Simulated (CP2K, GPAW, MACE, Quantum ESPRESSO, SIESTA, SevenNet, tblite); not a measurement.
# Generalised stacking fault on (111) (glide set) of a Ge-Sn solid solution (48 atoms): relaxation in SIESTA

Aim: move the atoms of generalised stacking fault on (111) (glide set) of a Ge-Sn solid solution (48 atoms) with forces from SIESTA.

Program: SIESTA 5.4.2. Level of theory: the method is named at each step. Results are calculated unless marked as measured.

## Step 1: Starting point

The cell holds 48 atoms: 34 Ge and 14 Sn. Its edges and angles: a = 8.334 Å, b = 7.218 Å, c = 20.518 Å, α = 90.0°, β = 89.0°, γ = 90.0°. Diamond-structure Ge lattice (a = 5.8932 Å, the value set for the mixture), cell with z along [111], 2 x 1 x 2 periods; the third cell vector is tilted by 0.083 of 1/2[1-10] and lengthened by 0.1 Å, so the cell holds one fault (glide set); displaced by a Gaussian of 0.01 Å; 14 of 48 Ge sites given to Sn at random (lattice constant by Vegard's rule between Ge and Sn). Then every atom was moved at random, 0.03 Å r.m.s. a Cartesian component. The structure's axis is c.

## Step 2: Relaxation (PBE, DZP, shift 0.02 Ry, mesh 250 Ry)

Method: Kohn-Sham DFT, PBE, PseudoDojo 0.4.1 norm-conserving pseudopotentials (converted to PSML), numerical atomic orbitals (DZP), diagonalisation.

The .psml files are PseudoDojo norm-conserving potentials that we converted to this format, checked against plane waves on the same files for H, C, O, Si, Ge and Ca alone.

File input.fdf:

```
SystemLabel cell
NumberOfAtoms 48
NumberOfSpecies 2
%block ChemicalSpeciesLabel
  1 32 Ge
  2 50 Sn
%endblock ChemicalSpeciesLabel
LatticeConstant 1.0 Ang
%block LatticeVectors
  8.33424 0.00000 0.00000
  0.00000 7.21767 0.00000
  0.34729 0.00000 20.51464
%endblock LatticeVectors
PAO.BasisSize DZP
PAO.EnergyShift 0.02 Ry
XC.Functional GGA
XC.Authors PBE
MeshCutoff 250 Ry
%block kgrid_Monkhorst_Pack
  1 0 0 0.0
  0 1 0 0.0
  0 0 1 0.0
%endblock kgrid_Monkhorst_Pack
SolutionMethod diagon
OccupationFunction FD
ElectronicTemperature 580 K
SCF.Mixer.Method Pulay
SCF.Mixer.Weight 0.05
SCF.Mixer.History 8
SCF.Mix Hamiltonian
MaxSCFIterations 200
SCF.DM.Tolerance 1e-04
SCF.H.Tolerance 1.0e-3 eV
MD.TypeOfRun Broyden
MD.Steps 37
MD.MaxForceTol 0.05 eV/Ang
WriteCoorStep T
WriteMDHistory T
WriteForces T
Write.DM F
Write.H F
XML.Write F
AtomicCoordinatesFormat Fractional
%block AtomicCoordinatesAndAtomicSpecies
  0.74989 0.49328 0.02279 1
  0.74158 0.49021 0.14650 2
  0.73999 0.83068 0.18566 2
  0.73276 0.83620 0.30899 1
  0.25531 0.49226 0.01935 2
  0.24120 0.49682 0.14490 1
  0.24259 0.83168 0.18562 1
  0.23757 0.83399 0.31193 1
  0.49895 0.00761 0.01735 1
  0.49702 0.99636 0.14539 1
  0.49190 0.32896 0.18574 2
  0.47839 0.33100 0.31441 1
  0.48340 0.66665 0.35134 2
  0.47302 0.66947 0.47804 2
  0.73004 0.16602 0.35076 1
  0.72672 0.16409 0.47631 1
  0.72458 0.49945 0.51820 1
  0.72379 0.50121 0.63976 1
  0.71975 0.83104 0.68281 1
  0.72204 0.82804 0.80606 1
  0.00441 0.99294 0.02046 1
  0.99418 0.99472 0.14783 2
  0.98790 0.34272 0.18761 1
  0.99165 0.33743 0.30938 1
  0.98661 0.65871 0.35138 1
  0.97569 0.67367 0.47713 1
  0.23769 0.17087 0.35283 2
  0.22574 0.16440 0.47364 1
  0.22817 0.49856 0.51796 1
  0.22565 0.50887 0.64371 1
  0.22274 0.83586 0.68326 1
  0.21284 0.83316 0.80839 1
  0.48453 0.00567 0.52125 1
  0.47928 0.98684 0.64219 1
  0.46929 0.34292 0.68425 1
  0.46301 0.33781 0.80736 1
  0.46281 0.66808 0.84965 1
  0.45559 0.67564 0.97435 1
  0.71579 0.17040 0.85108 2
  0.71259 0.17051 0.97274 2
  0.98000 0.99312 0.51860 2
  0.97436 0.00188 0.64241 2
  0.96644 0.32760 0.68234 2
  0.97008 0.33263 0.80620 1
  0.95738 0.66591 0.84929 2
  0.95469 0.66599 0.97692 1
  0.20949 0.17119 0.85269 1
  0.20626 0.16925 0.97468 1
%endblock AtomicCoordinatesAndAtomicSpecies
```

Started as:

```sh
> OMP_NUM_THREADS=1 mpirun -np 4 siesta < input.fdf > output.txt
```

The program printed:

```text
Version         : 5.4.2
reinit: System Name:
reinit: System Label: cell
initatom: Reading input for the pseudopotentials and atomic orbitals ----------
Species number:   1 Atomic number:   32 Label: Ge
Species number:   2 Atomic number:   50 Label: Sn
Ground state valence configuration (from tables):   4s02  4p02  4d00  4f00
Ground state valence configuration (from tables):   5s02  5p02  5d00  4f00
---- Processing specs for species: Ge
GGA--PBE XC_GGA_X_PBE--XC_GGA_C_PBE pb
Semicore shell(s) with 10 electrons included in the valence for Ge
---- Processing specs for species: Sn
GGA--PBE XC_GGA_X_PBE--XC_GGA_C_PBE pb
Semicore shell(s) with 10 electrons included in the valence for Sn
Semicore shell(s): 3d
Fallback to non-perturbative polarization scheme for Ge
Please see the manual if this is not desired in principle
Semicore shell(s): 4d
Fallback to non-perturbative polarization scheme for Sn
Please see the manual if this is not desired in principle
Ge pseudopotential only contains V_ls up to l=2 -- lmxkb reset.
Sn pseudopotential only contains V_ls up to l=2 -- lmxkb reset.
Using PAO.SplitTailNorm
%block ChemicalSpeciesLabel
    1   32 Ge                      # Species index, atomic number, species label
    2   50 Sn                      # Species index, atomic number, species label
%endblock ChemicalSpeciesLabel
%block PAO.Basis                 # Define Basis set
Ge                    4                    # Species label, number of l-shells
 n=4   0   2                         # n, l, Nzeta
   4.849      3.586
   1.000      1.000
 n=4   1   2                         # n, l, Nzeta
   6.304      4.739
[...]
n=3   2   1                         # n, l, Nzeta
   2.557
   1.000
[...]
6.304
[...]
Sn                    4                    # Species label, number of l-shells
[...]
n=4   2   1                         # n, l, Nzeta
[... lines left out ...]
        iscf     Eharris(eV)        E_KS(eV)     FreeEng(eV)     dDmax    Ef(eV) dHmax(eV)
[... lines left out ...]
SCF Convergence by DM+H criterion
[... lines left out ...]
SCF cycle converged after 15 iterations
[...]
Max    1.007911
[...]
Max    1.007911    constrained
Stress tensor Voigt[x,y,z,yz,xz,xy] (kbar):     -129.31      -32.10      -73.25       -0.03        3.00       -5.27
[...]
iscf     Eharris(eV)        E_KS(eV)     FreeEng(eV)     dDmax    Ef(eV) dHmax(eV)
[... lines left out ...]
SCF Convergence by DM+H criterion
[... lines left out ...]
max |H_out - H_in|      (eV) :     0.0004325147
SCF cycle converged after 7 iterations
Using DM_out to compute the final energy and forces
siesta: E_KS(eV) =          -112545.8438
siesta: Atomic forces (eV/Ang):
[...]
Tot    0.010618   -0.001556   -0.004126
[...]
InitMesh: Mesh cutoff (required, used) =   250.000   254.727 Ry
        iscf     Eharris(eV)        E_KS(eV)     FreeEng(eV)     dDmax    Ef(eV) dHmax(eV)
[...]
scf:    6  -112545.843858  -112545.843837  -112545.968967  0.000086 -2.754075  0.002216
   scf:    7  -112545.843819  -112545.843828  -112545.968968  0.000014 -2.754084  0.000407
SCF Convergence by DM+H criterion
max |DM_out - DM_in|         :     0.0000141292
max |H_out - H_in|      (eV) :     0.0004073636
SCF cycle converged after 7 iterations
Using DM_out to compute the final energy and forces
siesta: E_KS(eV) =          -112545.8438
siesta: Atomic forces (eV/Ang):
[...]
47   -0.025883   -0.001971    0.016079
    48   -0.023499    0.036943    0.018512
[...]
Tot    0.009581   -0.002146   -0.004141
----------------------------------------
   Max    0.083218
   Res    0.030649    sqrt( Sum f_i^2 / 3N )
----------------------------------------
   Max    0.083218    constrained
Stress tensor Voigt[x,y,z,yz,xz,xy] (kbar):     -115.32      -13.93      -68.25        3.43        0.80       -1.87
(Free)E + p*V (eV/cell)  -112495.2644
Target enthalpy (eV/cell)  -112545.9690
outcoor: Final (unrelaxed) atomic coordinates (fractional):
    0.72914420    0.52609585    0.01146775   1       1  Ge
    0.73487829    0.50722906    0.13718980   2       2  Sn
    0.74503151    0.85887450    0.19744391   2       3  Sn
    0.75258946    0.85336890    0.32279203   1       4  Ge
    0.22921605    0.48575896    0.01730353   2       5  Sn
    0.22972221    0.50543123    0.14372054   1       6  Ge
[...]
0.97764330    0.33951892    0.69105575   2      43  Sn
[...]
0.97095570    0.68004768    0.85188680   2      45  Sn
[...]
0.21909162    0.17065103    0.84853601   1      47  Ge
    0.23702705    0.14714021    0.96642336   1      48  Ge
siesta: Program's energy decomposition (eV):
siesta: Ebs     =    -14076.649981
siesta: Eions   =    115535.864122
siesta: Ena     =      3163.049484
siesta: Ekin    =     80325.633962
siesta: Enl     =    -52246.280662
siesta: DEna    =       380.194349
siesta: DUscf   =        13.594565
siesta: Ex      =    -27103.780543
siesta: Ec      =     -1542.390861
siesta: Exc     =    -28646.171404
siesta: Eharris =   -112545.843819
siesta: Etot    =   -112545.843828
siesta: FreeEng =   -112545.968968
siesta: Final energy (eV):
siesta:  Band Struct. =  -14076.649981
siesta:       Kinetic =   80325.633962
siesta:       Hartree =   34863.552906
siesta:         Exch. =  -27103.780543
siesta:         Corr. =   -1542.390861
siesta:   Exch.-corr. =  -28646.171404
siesta:  Ion-electron = -145799.310760
siesta:       Ion-ion =  -53289.548532
siesta:         Total = -112545.843828
siesta:         Fermi =      -2.754084
siesta: Stress tensor (static) (eV/Ang**3):
siesta:    -0.071976   -0.001164    0.000499
siesta:    -0.001165   -0.008693    0.002141
siesta:     0.000500    0.002141   -0.042597
siesta: Cell volume =       1234.033429 Ang**3
siesta: Pressure (static):
siesta:                Solid            Molecule  Units
siesta:           0.00044751          0.00044959  Ry/Bohr**3
siesta:           0.04108845          0.04127921  eV/Ang**3
siesta:          65.83095234         66.13657775  kBar
    Orbital volume contribution        =          31.282057 eV
    (Free)E + p_basis*V_orbitals       =     -112514.686911 eV
    (Free)Eharris+ p_basis*V_orbitals  =     -112514.686902 eV
```

The job ended after 15 min (4 MPI ranks of Arm Neoverse V1, shared host; peak memory 1.3 GiB).

Banners, paths, timers and routine set-up lines are dropped from the logs unmarked, and long logs keep their key lines alone; longer cuts are marked.

The walk was cut short by its limit; what follows describes the steps that were made.

Relaxation path (22 of 38):

| step | energy less that of the first step (eV) | largest force (eV/Å) |
| --- | --- | --- |
| 0 | 0.0000 | 5.2147 |
| 2 | -5.9841 | 1.5723 |
| 4 | -7.4560 | 0.6800 |
| 5 | -7.6251 | 0.3687 |
| 7 | -7.7824 | 0.2034 |
| 9 | -7.9202 | 0.1749 |
| 11 | -8.0838 | 0.1258 |
| 12 | -8.1059 | 0.1194 |
| 14 | -8.1645 | 0.1106 |
| 16 | -8.1943 | 0.1083 |
| 18 | -8.2364 | 0.1002 |
| 19 | -8.2409 | 0.1002 |
| 21 | -8.2406 | 0.0981 |
| 23 | -8.2451 | 0.0991 |
| 25 | -8.2171 | 0.1042 |
| 26 | -8.2380 | 0.0987 |
| 28 | -8.2414 | 0.0960 |
| 30 | -8.2403 | 0.0978 |
| 32 | -8.2490 | 0.0970 |
| 33 | -8.2243 | 0.1001 |
| 35 | -8.2285 | 0.0987 |
| 37 | -8.2285 | 0.0997 |

The atoms that moved most (Å):

| atom | dx | dy | dz | length |
| --- | --- | --- | --- | --- |
| Ge10 | -0.140 | -0.271 | -0.290 | 0.421 |
| Ge1 | -0.177 | 0.237 | -0.232 | 0.376 |
| Ge26 | 0.003 | -0.327 | -0.138 | 0.355 |
| Ge4 | 0.170 | 0.124 | 0.283 | 0.353 |
| Sn39 | -0.164 | -0.172 | -0.250 | 0.345 |
| Ge48 | 0.253 | -0.160 | -0.169 | 0.344 |
| Sn22 | 0.134 | 0.201 | -0.218 | 0.325 |
| Sn3 | 0.046 | 0.203 | 0.242 | 0.319 |

## Step 3: Local order at the end (PBE, DZP, shift 0.02 Ry, mesh 250 Ry)

Density 5.56 g/cm³, 25.71 Å³ an atom.

Pair distribution functions g(r), in bins of 0.2 Å:

```csv
r (Å),total,Ge-Ge,Ge-Sn,Sn-Sn
2.40,2.56,5.10,0.00,0.00
2.60,3.12,1.47,5.78,0.00
2.80,0.56,0.00,0.42,4.56
3.00,0.00,0.00,0.00,0.00
3.20,0.00,0.00,0.00,0.00
3.40,0.00,0.00,0.00,0.00
3.60,0.00,0.00,0.00,0.00
3.80,0.28,0.40,0.07,0.67
4.00,2.48,2.74,2.48,0.92
4.20,2.81,2.33,3.63,1.69
4.40,1.39,1.35,1.33,1.82
4.60,0.89,0.61,1.18,1.18
4.80,1.86,1.65,2.00,2.40
5.00,1.92,2.22,1.73,1.02
5.20,0.49,0.54,0.46,0.38
5.40,0.09,0.03,0.18,0.00
5.60,0.15,0.21,0.00,0.48
5.80,0.80,0.63,0.97,0.89
6.00,0.66,0.80,0.54,0.42
6.20,0.91,0.99,0.86,0.64
6.40,1.25,1.16,1.46,0.86
6.60,0.77,0.88,0.52,1.25
6.80,0.34,0.24,0.38,0.76
7.00,0.85,0.81,0.82,1.23
7.20,2.29,2.55,1.83,2.90
7.40,1.62,1.61,1.70,1.27
7.60,1.36,1.25,1.48,1.39
7.80,0.99,1.08,0.90,0.83
```

## Step 4: Results

- energy change in the relaxation (PBE, DZP, shift 0.02 Ry, mesh 250 Ry): -171.4 meV/atom
- r.m.s. displacement (PBE, DZP, shift 0.02 Ry, mesh 250 Ry): 0.2315 Å

What this shows: The relaxation (PBE, DZP, shift 0.02 Ry, mesh 250 Ry): first to last step the energy falls by 8.228 eV; the largest move, 0.42 Å, is that of Ge10. It was not finished.

[Also dropped from logs without a mark: logging warnings of Python, and SIESTA's first energy breakdown and zero terms.]

[Logs are printed without paths, hosts, clocks, repeated set-up lines and the standing remarks that a program may print on its own settings, such as how far it seeks lower states.]

[Hosts, paths, dates, database ids (printed as entryN), source tags and the programs' standing remarks are cut or masked in the printed files.]
